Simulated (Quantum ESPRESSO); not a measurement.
# Gap and tunnelling decay at a withheld lattice constant: SrCl2, fluorite type

How the rows were computed: Quantum ESPRESSO 7.5 (pw.x, pwcond.x with ikind = 0), PBE, GBRV ultrasoft, cubic crystals. κ is the slowest decay along [001] at mid-gap among three points across the current.

| a (Å) | gap on the mesh (eV) | κ (1/Å) |
| --- | --- | --- |
| 6.600 | 5.375 | 0.328 |
| 6.810 | 5.469 | 0.334 |
| 7.021 | 5.270 | 0.337 |
| 7.231 | 4.936 | 0.339 |

To predict: What are gap and κ at a = 7.442 Å?

**Fit.** A line through the rows at 7.021 and 7.231 Å gives a gap of 5.270 + 2.005 × (4.936 − 5.270) = 4.60 eV and κ = 0.341 1/Å. The two-band model κ = 0.5123 √(m* E_g/4) needs m* = 0.328 at 7.021 Å; with that mass and the new gap, κ = 0.315 1/Å.

What the calculation gave: The gap is 4.625 eV and κ = 0.340 1/Å. The line misses the gap by −0.025 eV and κ by +0.3 %; the two-band estimate misses κ by −7.4 %.

**Limits.** The structure type is imposed. Local and semilocal gaps and decay constants are too small; no spin-orbit coupling. For an indirect gap m* is a fitting number alone.
